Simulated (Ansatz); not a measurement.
# Se on Os(0001): change of the work function, part 4 of 5

Wanted: Δφ(θ) for Se/Os(0001), starting from the hcp site.

Ansatz 0.2.0; plane-wave DFT, r2SCAN, Ansatz PAW.

So far, work function, upper face (eV): step 2 (the clean slab) 5.39; step 3 (17 atoms, coverage 0.25 ML, cell 2x2) 4.79; step 4 (18 atoms, coverage 0.5 ML, cell 2x2) 4.29; step 5 (5 atoms, coverage 1 ML, cell 1x1) 3.70.

## 7. The slab at 0.25 ML, atoms frozen

This step: plane-wave DFT, r2SCAN, Ansatz PAW (Ansatz 0.2.0).

System of this step: Se/Os(0001). The cell holds 17 atoms: 16 Os and 1 Se. Its edges and angles: a = 5.480 Å, b = 5.480 Å, c = 26.677 Å, α = 90.0°, β = 90.0°, γ = 60.0°. Vacuum lies along c.

To see where the charge goes, the covered slab, the bare substrate and the adsorbate layer are each run at the same frozen positions and on the same grid.

File input.yaml:

```yaml
crystal:
  lattice:
    - [5.48, 0.0, 0.0]
    - [2.74, 4.7458192128, 0.0]
    - [0.0, 0.0, 26.6769465449]
  atoms:
    - { symbol: Os, position: [0.3333333333, 0.3333333333, 0.3373699454] }
    - { symbol: Os, position: [0.0, 0.0, 0.4184598107] }
    - { symbol: Os, position: [0.3333333333, 0.3333333333, 0.4990425425] }
    - { symbol: Os, position: [0.0, 0.0, 0.5756018341] }
    - { symbol: Os, position: [0.3333333333, 0.8333333333, 0.3373699454] }
    - { symbol: Os, position: [0.0, 0.5, 0.4184598107] }
    - { symbol: Os, position: [0.3355842315, 0.8322078842, 0.4989946874] }
    - { symbol: Os, position: [-0.0072242535, 0.5036121267, 0.5784860703] }
    - { symbol: Os, position: [0.8333333333, 0.3333333333, 0.3373699454] }
    - { symbol: Os, position: [0.5, 0.0, 0.4184598107] }
    - { symbol: Os, position: [0.8322078842, 0.3355842315, 0.4989946874] }
    - { symbol: Os, position: [0.5036121267, -0.0072242535, 0.5784860703] }
    - { symbol: Os, position: [0.8333333333, 0.8333333333, 0.3373699454] }
    - { symbol: Os, position: [0.5, 0.5, 0.4184598107] }
    - { symbol: Os, position: [0.8322078842, 0.8322078842, 0.4989946874] }
    - { symbol: Os, position: [0.5036121267, 0.5036121267, 0.5784860703] }
    - { symbol: Se, position: [0.3333333333, 0.3333333333, 0.6497248682] }
kpoints:
  mp_grid: { grid: [7, 7, 1] }
hamiltonian:
  xc: r2scan
scf:
  occupations: { method: fermi_dirac, width: 0.1 }
  convergence: { dr2_threshold: 1.0e-08 }
efield:
  axis: 3
  dipole_correction: true
  ramp_position: 0.97
  ramp_width: 0.06
output:
  write_potential: true
  write_density: true
  volumetric_format: npy
```

Started as:

```
ansatz run input.yaml --threads 4 --pin off --max-ram 12288MiB --backend cpu --events-out ev --progress --plain --runs-dir out
```

Numbers of over 12 decimals in the logs are rounded to 6 here.

Output:

```text
[...]
Crystal: 17 atoms, lattice volume = 693.790 Å³
Basis set: ecut = 500 eV, 17509 PW (Γ), exchange–correlation on 160×160×800 points (64 copies of the dense FFT grid, shifted against one another)
Bands: 164, of which v1, the nominal top of the filled ones, is band 136 counted from 1 (135 counted from 0)
Symmetry: 6 space group operations
[...]
k-points: 8 of 49 (time reversal used)
[...]
SCF iter   1: F=—  HF=-187832.067287 eV  |F-HF|=—  |Δ(HF+E_count)|=         —  Δρ=8.19e-3  dr2=1.38e0  dr2_τ=3.29e-1  ethr=1.77e-3  p=0.165 e·Å  D=4.30e-2 V/Å  ΔV_dip=-1.15 eV  dr2_dipole=6.09e-1  V_vac-E_F(+/−)=4.46/5.61 eV  ⟨swp⟩=9.2  Hψ=6325  notcnv=0  defer=5
[...]
SCF iter  10: F=-187832.444112 eV  HF=-187832.444112 eV  |F-HF|=1.48e-9  |Δ(HF+E_count)|=   2.20e-8  Δρ=6.26e-7  dr2=6.53e-9  dr2_τ=7.80e-10  ethr=3.68e-12  p=0.087 e·Å  D=2.28e-2 V/Å  ΔV_dip=-0.61 eV  dr2_dipole=5.07e-10  V_vac-E_F(+/−)=4.79/5.40 eV  ⟨swp⟩=12.8  Hψ=3803  notcnv=0
SCF 1 converged in 10 iterations: F = -187832.444112 eV  dr2 = 6.53e-9
[...]
SCF converged after 10 iterations
Free energy (F): -187832.444112 eV
[...]
Internal energy: -187832.036335 eV  (E = F + TS)
E sigma→0 (E₀):  -187832.240223 eV
Entropy (-TS):   -0.407776 eV (-23.987 meV/atom)
Fermi energy:    5.396956 eV
Dipole field:    D = 0.022755 V/Å  (p = 0.087246 e·Å, saw-weighted, corrected)
Work function:   Φ+ = 4.7900 eV   Φ− = 5.3970 eV
[...]
--- Band table (eV; the first three rows and the last of 8) ---
  k-point 0: bands = [... 132 lower, 5.6492, 5.7514, 5.7514, 6.2618, 6.6486, 6.6486, 6.7008, 6.7879, ... 24 higher]
  k-point 1: bands = [... 132 lower, 5.5432, 5.5987, 5.6506, 5.7915, 5.8095, 5.9563, 6.5012, 6.7791, ... 24 higher]
  k-point 2: bands = [... 132 lower, 4.8517, 5.1812, 5.1836, 5.2889, 5.5737, 5.9147, 6.0950, 6.1599, ... 24 higher]
  k-point 7: bands = [... 132 lower, 4.6468, 4.7222, 4.9687, 5.0167, 5.0391, 5.5495, 5.6272, 5.6703, ... 24 higher]
```

Wall time 82 s (4 threads of Arm Neoverse V1, shared host); peak memory 4.1 GiB.

Numbers from this step:

```yaml
energy_at_zero_smearing: -187832.2402 eV
work_function_upper_face: 4.790 eV
work_function_lower_face: 5.397 eV
dipole_along_the_normal: 0.08725 e·Å
step_between_the_vacuum_levels: -0.6070 eV
```

The work function of the upper face is 4.79 eV.

## 8. The substrate of the 0.25 ML cell alone

System of this step: Se/Os(0001), substrate alone, atoms held. The cell holds 16 atoms: 16 Os. Its edges and angles: a = 5.480 Å, b = 5.480 Å, c = 26.677 Å, α = 90.0°, β = 90.0°, γ = 60.0°. Vacuum lies along c.

The second part, atoms unmoved.

Changes to input.yaml since step 7:

```diff
@@ -22,3 +22,2 @@
     - { symbol: Os, position: [0.5036121267, 0.5036121267, 0.5784860703] }
-    - { symbol: Se, position: [0.3333333333, 0.3333333333, 0.6497248682] }
 kpoints:
```

Output:

```text
[...]
Crystal: 16 atoms, lattice volume = 693.790 Å³
Basis set: ecut = 500 eV, 17509 PW (Γ), exchange–correlation on 160×160×800 points (64 copies of the dense FFT grid, shifted against one another)
Bands: 154, of which v1, the nominal top of the filled ones, is band 128 counted from 1 (127 counted from 0)
Symmetry: 6 space group operations
[...]
k-points: 8 of 49 (time reversal used)
[...]
SCF iter   1: F=—  HF=-182351.271226 eV  |F-HF|=—  |Δ(HF+E_count)|=         —  Δρ=7.64e-3  dr2=9.62e-1  dr2_τ=3.22e-1  ethr=1.77e-3  p=0.009 e·Å  D=2.31e-3 V/Å  ΔV_dip=-0.06 eV  dr2_dipole=8.34e-7  V_vac-E_F(+/−)=5.54/5.60 eV  ⟨swp⟩=9.8  Hψ=5972  notcnv=0
[...]
SCF iter  10: F=-182351.635528 eV  HF=-182351.635528 eV  |F-HF|=4.51e-9  |Δ(HF+E_count)|=   1.72e-8  Δρ=5.39e-7  dr2=3.06e-9  dr2_τ=3.60e-10  ethr=3.91e-12  p=0.005 e·Å  D=1.35e-3 V/Å  ΔV_dip=-0.04 eV  dr2_dipole=1.86e-11  V_vac-E_F(+/−)=5.39/5.43 eV  ⟨swp⟩=5.5  Hψ=3417  notcnv=0
SCF 1 converged in 10 iterations: F = -182351.635528 eV  dr2 = 3.06e-9
[...]
SCF converged after 10 iterations
Free energy (F): -182351.635528 eV
[...]
Internal energy: -182351.237435 eV  (E = F + TS)
E sigma→0 (E₀):  -182351.436482 eV
Entropy (-TS):   -0.398093 eV (-24.881 meV/atom)
Fermi energy:    4.704217 eV
Dipole field:    D = 0.001344 V/Å  (p = 0.005153 e·Å, saw-weighted, corrected)
Work function:   Φ+ = 5.3911 eV   Φ− = 5.4269 eV
[...]
--- Band table (eV; the first three rows and the last of 8) ---
  k-point 0: bands = [... 124 lower, 5.1033, 5.1315, 5.1315, 6.0581, 6.0635, 6.0635, 6.2130, 6.2130, ... 22 higher]
  k-point 1: bands = [... 124 lower, 4.9375, 5.0507, 5.1074, 5.1163, 5.2492, 5.2896, 5.9916, 6.0910, ... 22 higher]
  k-point 2: bands = [... 124 lower, 4.2566, 4.5105, 4.5203, 4.6344, 4.9519, 5.4014, 5.4944, 5.5261, ... 22 higher]
  k-point 7: bands = [... 124 lower, 4.0387, 4.1326, 4.2830, 4.3296, 4.3898, 4.5058, 4.5630, 5.0589, ... 22 higher]
```

The job ended after 75 s (4 threads; peak memory 3.9 GiB; 4.7 min of CPU time).

This step gave:

* energy at zero smearing: -182351.4365 eV
* work function, upper face: 5.391 eV
* work function, lower face: 5.427 eV
* dipole along the normal: 0.005153 e·Å
* step between the vacuum levels: -0.03585 eV

The work function of the upper face is 5.39 eV.

## 9. The adsorbate layer of the 0.25 ML cell alone

System of this step: Se/Os(0001), adsorbate layer alone, atoms held. The cell holds 1 atom: 1 Se. Its edges and angles: a = 5.480 Å, b = 5.480 Å, c = 26.677 Å, α = 90.0°, β = 90.0°, γ = 60.0°. Vacuum lies along c.

The third part; a free layer of atoms may carry a moment, so spin is on.

input.yaml, the sections that differ from step 8:

```yaml
crystal:
  lattice:
    - [5.48, 0.0, 0.0]
    - [2.74, 4.7458192128, 0.0]
    - [0.0, 0.0, 26.6769465449]
  atoms:
    - { symbol: Se, position: [0.3333333333, 0.3333333333, 0.6497248682], spin: 1.0 }
magnetization:
  spin_polarized: true
# kpoints, hamiltonian, scf, efield, output: as in step 8
```

Output:

```text
[...]
Crystal: 1 atoms, lattice volume = 693.790 Å³
Basis set: ecut = 500 eV, 17509 PW (Γ), exchange–correlation on 160×160×800 points (64 copies of the dense FFT grid, shifted against one another)
Bands: 13, of which v1, the nominal top of the filled ones, is band 8 counted from 1 (7 counted from 0)
Symmetry: 12 space group operations
k-points: 8 of 49
[...]
Starting moments: Σ|m| = 1 μB on 1 of 1 site
[...]
SCF iter  15: F=—  HF=-5475.517523 eV  |F-HF|=—  |Δ(HF+E_count)|=   7.75e-5  Δρ=1.86e-5 (↑1.86e-5 ↓1.27e-5)  dr2=3.79e-6  dr2_τ=2.76e-8  dr2_m=1.02e-7  M=2.000 μB ∫|m|=2.070 μB  β_m=1.20  ethr=1.10e-7  p=0.000 e·Å  D=2.25e-6 V/Å  ΔV_dip=-0.00 eV  dr2_dipole=4.22e-11  V_vac-E_F(+/−)=5.61/5.61 eV  ⟨swp⟩=2.5  Hψ=344  notcnv=0
[...]
spin-set hold released at iteration 15 (site moments contracting): the magnetisation degrees of freedom join the quasi-Newton model from the next iteration; the mixer history was flushed
SCF iter  16: F=—  HF=-5475.517558 eV  |F-HF|=—  |Δ(HF+E_count)|=   3.49e-5  Δρ=1.03e-5 (↑1.01e-5 ↓1.03e-5)  dr2=1.65e-6  dr2_τ=8.53e-9  dr2_m=6.95e-9  M=2.000 μB ∫|m|=2.070 μB  β_m=1.20  ethr=2.37e-8  p=0.000 e·Å  D=8.38e-7 V/Å  ΔV_dip=-0.00 eV  dr2_dipole=6.38e-12  V_vac-E_F(+/−)=5.61/5.61 eV  ⟨swp⟩=2.1  Hψ=299  notcnv=0  κ⁻¹=1.0e0(r=1)
[...]
SCF iter  21: F=-5475.517603 eV  HF=-5475.517603 eV  |F-HF|=6.68e-10  |Δ(HF+E_count)|=   5.47e-8  Δρ=5.46e-8 (↑5.46e-8 ↓4.46e-8)  dr2=2.99e-11  dr2_τ=3.87e-13  dr2_m=2.08e-12  M=2.000 μB ∫|m|=2.070 μB  ethr=2.93e-12  p=-0.000 e·Å  D=-1.67e-8 V/Å  ΔV_dip=0.00 eV  dr2_dipole=3.83e-18  V_vac-E_F(+/−)=5.61/5.61 eV  ⟨swp⟩=5.2  Hψ=790  notcnv=0
SCF 1 converged in 21 iterations: F = -5475.517603 eV  dr2 = 2.99e-11
[...]
this state was not tested for a lower state beside it, because the mixer in use, unlike msr1, does not test its closes by its own steps (another_mixer; see scf.mixing.algorithm and scf.lower_state_search)
SCF converged after 21 iterations
Magnetization: 2.0000 μB (9.0000 up, 7.0000 down)
Absolute magnetization: 2.0060 μB (∫|ρ↑−ρ↓|, with the PAW one-centre terms)
[...]
Per-site moments (μB) at R_I (Å): [(1.976970, 2.260500)]
Free energy (F): -5475.517603 eV
[...]
Internal energy: -5475.403030 eV  (E = F + TS)
E sigma→0 (E₀):  -5475.460316 eV
Entropy (-TS):   -0.114574 eV (-114.574 meV/atom)
Fermi energy:    -5.168180 eV
Dipole field:    D = -0.000000 V/Å  (p = -0.000000 e·Å, saw-weighted, corrected)
Work function:   Φ+ = 5.6097 eV   Φ− = 5.6097 eV
[...]
--- Band table (eV; the first three rows and the last of 16) ---
  k-point 0 ↑: bands = [... 4 lower, -53.4517, -18.2541, -7.4867, -6.6083, -6.6083, -0.2017, 0.5255, 0.5411, ... 1 higher]
  k-point 1 ↑: bands = [... 4 lower, -53.4517, -18.2517, -7.4799, -6.6594, -6.6194, -0.0044, 0.6653, 0.6676, ... 1 higher]
  k-point 2 ↑: bands = [... 4 lower, -53.4517, -18.2465, -7.4646, -6.7687, -6.6441, 0.5199, 1.0404, 1.0824, ... 1 higher]
  k-point 7 ↓: bands = [... 4 lower, -53.2703, -15.9952, -5.2922, -5.1979, -4.3505, 1.8860, 2.0605, 2.2103, ... 1 higher]
```

The job ended after 38 s (4 threads; peak memory 1.9 GiB).

This step gave:

- energy at zero smearing: -5475.4603 eV
- total moment: 2.000 μB
- site moments: 1.977 μB
- work function, upper face: 5.610 eV
- dipole along the normal: -6.96e-8 e·Å

Site moment by atom:

| atom | site moment (μB) |
| --- | --- |
| Se1 | 1.98 |

The free layer carries a moment of 2.0 μB a cell.

## 10. Density difference at 0.25 ML

This step: plane-wave DFT, r2SCAN, Ansatz PAW; density difference on adsorption (Ansatz 0.2.0).

The densities of the parts are taken from that of the whole and averaged over planes; the first moment of what is left gives the step in the potential.

Numbers from this step:

```yaml
largest_charge_moved: 0.004543 e/Å²
potential_step_from_the_moved_charge: -0.5733 eV
```

The electron density difference oscillates, so the rows of the table below give means over windows of 1 Å about each position, cut where the curve ends. Its maxima inside the range that stand out by 2 % of the span (Å: e/Å³): 9.7: 5.0e-4, 11.2: 0.00139, 12.9: 0.00195, 13.7: 0.00419, 14.9: 0.00178, 15.5: 0.00288, 16.5: 0.0139, 18.1: 0.00187. Its minima: 9.2: -4.3e-4, 10.7: -9.9e-4, 11.6: -7.0e-4, 13.3: -0.00289, 14.4: -0.00240, 15.2: -9.2e-4, 15.9: -0.0108, 17.5: -0.00943.

Planar mean, whole system less its parts. Electron density difference against z; means over each step:

| z (Å) | electron density difference (e/Å³) |
| --- | --- |
| 5 | -7.0e-7 |
| 6 | -5.8e-6 |
| 7 | -1.2e-5 |
| 8 | 1.3e-4 |
| 9 | -2.4e-4 |
| 10 | 1.6e-4 |
| 11 | 1.3e-4 |
| 12 | -3.8e-4 |
| 13 | -1.4e-4 |
| 14 | 8.8e-4 |
| 15 | 3.2e-4 |
| 16 | -6.3e-4 |
| 17 | 0.00103 |
| 18 | -0.00132 |
| 19 | 7.3e-5 |
| 20 | -2.3e-5 |
| 21 | -1.5e-6 |
| 22 | -3.6e-8 |

The electrons moved below z oscillates, so the rows of the table below give means over windows of 0.5 Å about each position, cut where the curve ends. Its maxima inside the range that stand out by 2 % of the span (Å: e/Å²): 10.14: 1.2e-4, 11.34: 2.1e-4, 13.07: 3.4e-4, 14.01: 0.00116, 15.61: 0.00109, 16.94: 0.00454. Its minima: 9.34: -1.5e-4, 10.80: -2.6e-4, 12.54: -2.3e-4, 13.47: -4.2e-4, 14.67: 2.0e-4, 16.14: -0.00261, 17.87: -8.0e-4.

Planar mean, whole system less its parts. Table of electrons moved below z by z; means over each step:

| z (Å) | electrons moved below z (e/Å²) |
| --- | --- |
| 5.0 | -2.6e-7 |
| 5.5 | -9.1e-7 |
| 6.0 | -2.8e-6 |
| 6.5 | -7.6e-6 |
| 7.0 | -1.5e-5 |
| 7.5 | -1.5e-5 |
| 8.0 | 4.3e-5 |
| 8.5 | 1.0e-4 |
| 9.0 | -3.4e-5 |
| 9.5 | -9.1e-5 |
| 10.0 | 8.4e-5 |
| 10.5 | -2.4e-5 |
| 11.0 | -1.0e-4 |
| 11.5 | 1.2e-4 |
| 12.0 | -7.9e-5 |
| 12.5 | -1.8e-4 |
| 13.0 | 1.5e-4 |
| 13.5 | -1.2e-4 |
| 14.0 | 9.9e-4 |
| 14.5 | 4.8e-4 |
| 15.0 | 5.4e-4 |
| 15.5 | 7.8e-4 |
| 16.0 | -0.00171 |
| 16.5 | 0.00107 |
| 17.0 | 0.00400 |
| 17.5 | 8.6e-4 |
| 18.0 | -5.7e-4 |
| 18.5 | -3.4e-5 |
| 19.0 | 4.8e-5 |
| 19.5 | 2.1e-5 |
| 20.0 | 5.1e-6 |
| 20.5 | 5.0e-7 |
| 21.0 | -6.0e-7 |
| 21.5 | -8.2e-7 |
| 22.0 | -8.5e-7 |
| 22.5 | -8.5e-7 |
| 23.0 | -8.5e-7 |
| 23.5 | -8.4e-7 |
| 24.0 | -8.4e-7 |
| 24.5 | -8.4e-7 |
| 25.0 | -8.4e-7 |
| 25.5 | -8.4e-7 |
| 26.0 | -8.4e-7 |
| 26.5 | -8.4e-7 |

## 11. A changed input

This step: plane-wave DFT, r2SCAN, Ansatz PAW (Ansatz 0.2.0).

System of this step: Se/Os(0001). The cell holds 5 atoms: 4 Os and 1 Se. Its edges and angles: a = 2.740 Å, b = 2.740 Å, c = 26.677 Å, α = 90.0°, β = 90.0°, γ = 60.0°. Vacuum lies along c.

An input spoilt on purpose, to show how the run answers: it repeats the earlier run at 1 ML with scf.occupations from method: fermi_dirac, width: 0.1 removed, and scf.max_iter set to 75.

File input.yaml:

```yaml
crystal:
  lattice:
    - [2.74, 0.0, 0.0]
    - [1.37, 2.3729096064, 0.0]
    - [0.0, 0.0, 26.6769465449]
  atoms:
    - { symbol: Os, position: [0.6666666667, 0.6666666667, 0.3373699454] }
    - { symbol: Os, position: [0.0, 0.0, 0.4184598107] }
    - { symbol: Os, position: [0.6666666667, 0.6666666667, 0.499196727] }
    - { symbol: Os, position: [0.0, 0.0, 0.5773024477] }
    - { symbol: Se, position: [0.6666666667, 0.6666666667, 0.6626300546] }
kpoints:
  mp_grid: { grid: [13, 13, 1] }
hamiltonian:
  xc: r2scan
scf:
  convergence: { dr2_threshold: 1.0e-08 }
  max_iter: 75
efield:
  axis: 3
  dipole_correction: true
  ramp_position: 0.97
  ramp_width: 0.06
relax:
  f_tol: 0.02
  max_steps: 60
  constraints: [{ sites: [0, 1] }]
output:
  bader: true
  write_potential: true
  write_density: true
  volumetric_format: npy
```

Output:

```text
Error: YAML parse error: `scf.occupations.method` is required: fixed only where the cell keeps a band gap throughout the run, explicit beside scf.occupations.values (under evaluate: without them), else a smearing such as fermi_dirac (scf.occupations.width is optional; its entry in the input reference gives the default)
```

Wall time 0.02 s (4 threads); peak memory 0.023 GiB.

The input was rejected at the start.

The program's message: “Error: YAML parse error: `scf.occupations.method` is required: fixed only where the cell keeps a band gap throughout the run, explicit beside scf.occupations.values (under evaluate: without them), els …”

The fault put into the input: no occupation method.

(Part 4 of 5 ends here.)

[Logs are printed without paths, hosts, clocks, repeated set-up lines and the standing remarks that a program may print on its own settings, such as how far it seeks lower states.]

[Hosts, paths, dates, database ids (printed as entryN), source tags and the programs' standing remarks are cut or masked in the printed files.]

[Maps of the electrostatic potential energy from Ansatz leave out the sawtooth potential of an applied field or a dipole correction, so their vacuum need not be flat; planar profiles and work functions include it.]
